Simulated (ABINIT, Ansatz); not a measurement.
# Quasiparticle gap of TiO2 (Rutile) in ABINIT

Aim: the G0W0 gap of TiO2 (Rutile) on PBE, step by step.

Method: PBE and many-body steps on it, plane waves, in ABINIT 10.8.3.

**What was measured.**

- Gap 3.03 eV: direct gap, E perpendicular to c; optical experiment; 1.6 K; bulk crystal (literature value) (quoted in “Shallow Valence Band of Rutile GeO2 and P-type Doping”, 2020, arxiv:2011.08928).

- Gap 3.09 ± 0.06 eV: optical gap from Tauc plot assuming indirect allowed transition; UV/vis diffuse reflectance, Kubelka-Munk and Tauc analysis; film (30 nm ALD shell on quartz particles, grown at 200 C, annealed in air at 500 C; rutile-rich with some anatase) on SiO2 (quartz particles) (“Defect-Mediated Crystallization of the Particulate TiO2 Photocatalyst Grown by Atomic Layer Deposition”, 2024, pmc:11726664).

- Gap 3.03 eV: experimental band gap, quoted; bulk crystal (quoted in “Polaron-induced phonon localization and stiffening in rutile TiO2”, 2016, arxiv:1612.05679).

- Gap 3.28 eV: optical bandgap after anatase to rutile transformation; spectroscopic ellipsometry; film (polycrystalline sol-gel film on Si(100), annealed at high temperature below 800 °C) (“Photocatalytic Performance of Sol-Gel Prepared TiO2 Thin Films Annealed at Various Temperatures”, 2023, pmc:10419699).

- Gap 3.05 eV: band gap; bulk crystal (literature experimental value) (quoted in “Hydrogen related defects in titanium dioxide at the interface to palladium”, 2021, arxiv:2112.05953).

### 1. Starting point

It takes space group P4_2/mnm (No. 136, tetragonal). The conventional cell has a = 4.592 Å, b = 4.592 Å, c = 2.957 Å, α = 90.00°, β = 90.00°, γ = 90.00°. Nearest to Ti lie 6 O at 1.95 to 1.98 Å. O has 3 Ti at 1.95 to 1.98 Å nearest. Farther neighbours and most contacts between anions are not listed.

The cell and positions come from the Crystallography Open Database and are kept as given unless a step says otherwise.

### 2. Ground state

This step: ABINIT 10.8.3; DFT, PBE, plane waves, norm-conserving pseudopotentials.

The ground-state density comes first.

run.abi reads:

```
acell 3*1.0 Angstrom
rprim 
  4.592200000000 0.000000000000 0.000000000000
  0.000000000000 4.592200000000 0.000000000000
  0.000000000000 0.000000000000 2.957400000000
ntypat 2
znucl 22 8
natom 6
typat 1 1 2 2 2 2
xred 
  0.000000000000 0.000000000000 0.000000000000
  0.500000000000 0.500000000000 0.500000000000
  0.304960000000 0.304960000000 0.000000000000
  0.195040000000 0.804960000000 0.500000000000
  0.695040000000 0.695040000000 0.000000000000
  0.804960000000 0.195040000000 0.500000000000
pp_dirpath "pseudos"
pseudos "Ti.upf, O.upf"
ecut 38
ngkpt 4 4 8
nshiftk 1
shiftk 0 0 0
kptopt 1
chksymbreak 0
nband 31
occopt 1
tolvrs 1e-10
nstep 60
prtwf 0
optforces 0
optstress 0
indata_prefix "in"
outdata_prefix "out"
tmpdata_prefix "tmp"
```

Run with:

```
$ OMP_NUM_THREADS=1 mpirun -n 8 abinit run.abi > log
```

Numbers of over 12 decimals in the logs are rounded to 6 here.

The program printed:

```text
.Version 10.8.3 of ABINIT. v10.8.2 released Aug 2026.

 Symmetries : space group P4_2/m n m (#136); Bravais tP (primitive tetrag.)
================================================================================
 Values of the parameters that define the memory need of the present run
     intxc =       0    ionmov =       0      iscf =       7    lmnmax =       6
     lnmax =       6     mgfft =      50  mpssoang =       3    mqgrid =    3001
     natom =       6  nloc_mem =       1    nspden =       1   nspinor =       1
    nsppol =       1      nsym =      16    n1xccc =    2501    ntypat =       2
    occopt =       1   xclevel =       2
-    mband =          31        mffmem =           1         mkmem =           4
       mpw =        4726          nfft =       80000          nkpt =          30
================================================================================
  Rough estimation (10% accuracy) of disk space for files :
================================================================================

--------------------------------------------------------------------------------
------------- Echo of variables that govern the present computation ------------
--------------------------------------------------------------------------------
 -outvars: echo values of preprocessed input variables --------
            acell      1.8897261259E+00  1.8897261259E+00  1.8897261259E+00 Bohr

      chksymbreak           0
             ecut      3.80000000E+01 Hartree
-          fftalg         312

              ixc     -101130
              kpt      0.00000000E+00  0.00000000E+00  0.00000000E+00
                       2.50000000E-01  0.00000000E+00  0.00000000E+00
                       5.00000000E-01  0.00000000E+00  0.00000000E+00
                       2.50000000E-01  2.50000000E-01  0.00000000E+00
                       5.00000000E-01  2.50000000E-01  0.00000000E+00
                       5.00000000E-01  5.00000000E-01  0.00000000E+00
                       0.00000000E+00  0.00000000E+00  1.25000000E-01
                       2.50000000E-01  0.00000000E+00  1.25000000E-01
                       5.00000000E-01  0.00000000E+00  1.25000000E-01
   [... 19 further rows ...]
                       5.00000000E-01  2.50000000E-01  5.00000000E-01
                       5.00000000E-01  5.00000000E-01  5.00000000E-01
         kptrlatt        4    0    0      0    4    0      0    0    8
          kptrlen      3.47120013E+01
P           mkmem           4
            natom           6
            nband          31
            ngfft          50      50      32
             nkpt          30
            nstep          60
             nsym          16
           ntypat           2
              occ      2.000000  2.000000  2.000000  2.000000  2.000000  2.000000
                       2.000000  2.000000  2.000000  2.000000  2.000000  2.000000
                       2.000000  2.000000  2.000000  2.000000  2.000000  2.000000
                       2.000000  2.000000  2.000000  2.000000  2.000000  2.000000
                       0.000000  0.000000  0.000000  0.000000  0.000000  0.000000
                       0.000000
        optforces           0
        optstress           0
            prtwf           0
            rprim      4.5922000000E+00  0.0000000000E+00  0.0000000000E+00
[...]
spgroup         136

           tolvrs      1.00000000E-10

             xred      0.0000000000E+00  0.0000000000E+00  0.0000000000E+00
[...]
znucl       22.00000    8.00000

================================================================================

 chkinp: Checking input parameters for consistency.

================================================================================
== DATASET  1 ==================================================================
-   mpi_nproc: 8, omp_nthreads: 1 (-1 if OMP is not activated)

--- !DatasetInfo
iteration_state: {dtset: 1, }
dimensions: {natom: 6, nkpt: 30, mband: 31, nsppol: 1, nspinor: 1, nspden: 1, mpw: 4726, }
cutoff_energies: {ecut:  38.0, pawecutdg:  -1.0, }
electrons: {nelect:   4.80000000E+01, charge:   0.00000000E+00, occopt:   1.00000000E+00, tsmear:   1.00000000E-02, }

 Real(R)+Recip(G) space primitive vectors, cartesian coordinates (Bohr,Bohr^-1):
 R(1)=  8.6780003  0.0000000  0.0000000  G(1)=  0.1152339  0.0000000  0.0000000
 R(2)=  0.0000000  8.6780003  0.0000000  G(2)=  0.0000000  0.1152339  0.0000000
 R(3)=  0.0000000  0.0000000  5.5886760  G(3)=  0.0000000  0.0000000  0.1789333
 Unit cell volume ucvol=  4.2087028E+02 bohr^3
 Angles (23,13,12)=  9.00000000E+01  9.00000000E+01  9.00000000E+01 degrees

 getcut: wavevector=  0.0000  0.0000  0.0000  ngfft=  50  50  32
         ecut(hartree)=     38.000   => boxcut(ratio)=   2.06340

--- Pseudopotential description ------------------------------------------------
- Ti Generated using ONCVPSP code by D. R. Hamann
- 22.00000  12.00000  171031                  znucl, zion, pspdat
12 -101130 2 -1 1586                          pspcod,pspxc,lmax,lloc,mmax
     nproj     2     2     2
  pspatm : epsatm=   14.68144553
         --- l  ekb(1:nproj) -->
[...]
pspatm: atomic psp has been read  and splines computed

- O Generated using ONCVPSP code by D. R. Hamann
-  8.00000   6.00000  171031                  znucl, zion, pspdat
12 -101130 2 -1 936                           pspcod,pspxc,lmax,lloc,mmax
     nproj     2     2     1
  pspatm : epsatm=    6.19545534
         --- l  ekb(1:nproj) -->
[...]
2   -1.331955
 pspatm: atomic psp has been read  and splines computed

   2.59894620E+03                                ecore*ucvol(ha*bohr**3)
--------------------------------------------------------------------------------

_setup2: Arith. and geom. avg. npw (full set) are    4710.164    4710.145

================================================================================

--- !BeginCycle
iteration_state: {dtset: 1, }
solver: {iscf: 7, nstep: 60, nline: 4, wfoptalg: 0, }
tolerances: {tolvrs: 1.00E-10, }

     iter   Etot(hartree)      deltaE(h)  residm     vres2
 ETOT  1  -184.23780405991    -1.842E+02 1.774E-01 2.427E+03
 ETOT  2  -168.40694662901     1.583E+01 9.072E-02 4.505E+04
 ETOT  3  -185.06733771596    -1.666E+01 5.710E-02 5.396E+02
 ETOT  4  -185.11133181299    -4.399E-02 3.515E-02 3.718E+02
 ETOT  5  -185.16076004906    -4.943E-02 5.087E-03 1.706E+02
 ETOT  6  -185.19665002475    -3.589E-02 4.993E-03 4.744E+01
 ETOT  7  -185.20975757115    -1.311E-02 5.689E-03 7.544E-01
 ETOT  8  -185.20988846143    -1.309E-04 1.925E-03 3.754E-01
 ETOT  9  -185.20999323764    -1.048E-04 3.693E-03 6.885E-04
 ETOT 10  -185.20999346967    -2.320E-07 1.054E-03 8.134E-05
 ETOT 11  -185.20999351157    -4.190E-08 1.887E-03 1.102E-06
 ETOT 12  -185.20999351226    -6.887E-10 4.657E-04 1.733E-08
 ETOT 13  -185.20999351228    -2.390E-11 8.106E-04 1.246E-08
 ETOT 14  -185.20999351229    -4.320E-12 4.243E-04 1.891E-10
 ETOT 15  -185.20999351229    -3.041E-12 8.204E-04 1.068E-10
 ETOT 16  -185.20999351229     5.741E-12 4.645E-04 6.879E-12

 At SCF step   16       vres2   =  6.88E-12 < tolvrs=  1.00E-10 =>converged.

--- !ResultsGS
iteration_state: {dtset: 1, }
comment   : Summary of ground state results
lattice_vectors:
- [  8.6780003,   0.0000000,   0.0000000, ]
- [  0.0000000,   8.6780003,   0.0000000, ]
- [  0.0000000,   0.0000000,   5.5886760, ]
lattice_lengths: [   8.67800,    8.67800,    5.58868, ]
lattice_angles: [ 90.000,  90.000,  90.000, ] # degrees, (23, 13, 12)
lattice_volume:   4.2087028E+02
convergence: {deltae:  5.741E-12, res2:  6.879E-12, residm:  4.645E-04, diffor:  0.000E+00, }
etotal    :  -1.85209994E+02
entropy   :   0.00000000E+00
fermie    :   2.07992628E-01
cartesian_stress_tensor: null
pressure_GPa: null
xred      :
- [  0.0000E+00,   0.0000E+00,   0.0000E+00, Ti]
- [  5.0000E-01,   5.0000E-01,   5.0000E-01, Ti]
- [  3.0496E-01,   3.0496E-01,   0.0000E+00,  O]
- [  1.9504E-01,   8.0496E-01,   5.0000E-01,  O]
- [  6.9504E-01,   6.9504E-01,   0.0000E+00,  O]
- [  8.0496E-01,   1.9504E-01,   5.0000E-01,  O]
cartesian_forces: null
force_length_stats: {min: null, max: null, mean: null, }

 Integrated electronic density in atomic spheres:
 ------------------------------------------------
 Atom  Sphere_radius  Integrated_density
[...]
================================================================================

 ----iterations are completed or convergence reached----

 Mean square residual over all n,k,spin=   13.560E-07; max=  46.447E-05
 reduced coordinates (array xred) for    6 atoms
[...]
0.500000000000      0.500000000000      0.500000000000
       0.304960000000      0.304960000000      0.000000000000
       0.195040000000      0.804960000000      0.500000000000
       0.695040000000      0.695040000000      0.000000000000
       0.804960000000      0.195040000000      0.500000000000
 rms dE/dt=  0.0000E+00; max dE/dt=  0.0000E+00; dE/dt below (all hartree)
    1       0.000000000000      0.000000000000      0.000000000000
    2       0.000000000000      0.000000000000      0.000000000000
    3       0.000000000000      0.000000000000      0.000000000000
    4       0.000000000000      0.000000000000      0.000000000000
    5       0.000000000000      0.000000000000      0.000000000000
    6       0.000000000000      0.000000000000      0.000000000000

 cartesian coordinates (angstrom) at end:
    1      0.000000     0.000000     0.000000
    2      2.296100     2.296100     1.478700
    3      1.400437     1.400437     0.000000
    4      0.895663     3.696537     1.478700
    5      3.191763     3.191763     0.000000
    6      3.696537     0.895663     1.478700
 length scales=  1.889726125908  1.889726125908  1.889726125908 bohr
              =  1.000000000000  1.000000000000  1.000000000000 angstroms
 prteigrs : about to open file out_EIG
 Fermi (or HOMO) energy (hartree) =   0.20799   Average Vxc (hartree)=  -0.42239
 Eigenvalues (hartree) for nkpt=  30  k points:
 kpt#   1, nband= 31, wtk=  0.00781, kpt=  0.0000  0.0000  0.0000 (reduced coord)
  -1.88167   -1.88104   -1.01196   -1.01196   -1.00585   -1.00585   -1.00431   -1.00306
  -0.45917   -0.41623   -0.38859   -0.38859   -0.00405    0.01113    0.02781    0.06715
   0.06715    0.11434    0.11434    0.13502    0.18181    0.19139    0.19139    0.20799
   0.27843    0.28955    0.29815    0.30160    0.30160    0.37163    0.37784
 prteigrs : prtvol=0 or 1, do not print more k-points.

--- !EnergyTerms
iteration_state     : {dtset: 1, }
comment             : Components of total free energy in Hartree
kinetic             :  9.00957221993542E+01
hartree             :  4.27092651041187E+01
xc                  : -3.41695358225664E+01
Ewald energy        : -1.32190796511257E+02
psp_core            :  6.17517158894087E+00
local_psp           : -1.49407088145961E+02
non_local_psp       : -8.42273192491491E+00
total_energy        : -1.85209993512286E+02
total_energy_eV     : -5.03982067007844E+03
band_energy         : -2.04926177773450E+01

== END DATASET(S) ==============================================================
================================================================================

 -outvars: echo values of variables after computation  --------
           etotal     -1.8520999351E+02
            nband          31
             nkpt          30
          spgroup         136
 [... the other variables as echoed above ...]

 Calculation completed.
```

Wall time 55 s (8 MPI ranks of Arm Neoverse N1, shared host); peak memory 0.63 GiB; 7.3 min of CPU time.

Numbers from this step:

- total energy: -5039.8207 eV
- gap: 1.917 eV
- k of the valence top: 0, 0, 0
- k of the conduction bottom: 0, 0, 0
- least direct gap: 1.917 eV

The gap is direct, at Γ.

[end of part 1 of 3]

[Paths, hosts, dates, memory and timing lines, banners, echoed tables and standing remarks are left out of the program output.]

[Logs are printed without paths, hosts, clocks, repeated set-up lines and the standing remarks that a program may print on its own settings, such as how far it seeks lower states.]

[Runs of the session that timed out or met a known fault of the program may be left out.]

[No measured gap is set beside runs whose start may be inverted or whose files or cutoffs have a known fault.]

[Hosts, paths, dates, database ids (printed as entryN), source tags and the programs' standing remarks are cut or masked in the printed files.]

[G0W0 gaps are taken among the corrected bands and points alone; a level outside them can change the order at an edge.]

[Where Ansatz stands beside ABINIT at settings called matched, ABINIT's density can come from a denser mesh and the files from another edition; pairs whose starting gaps differed by over 0.03 eV were left out, so agreement reads better than it is.]
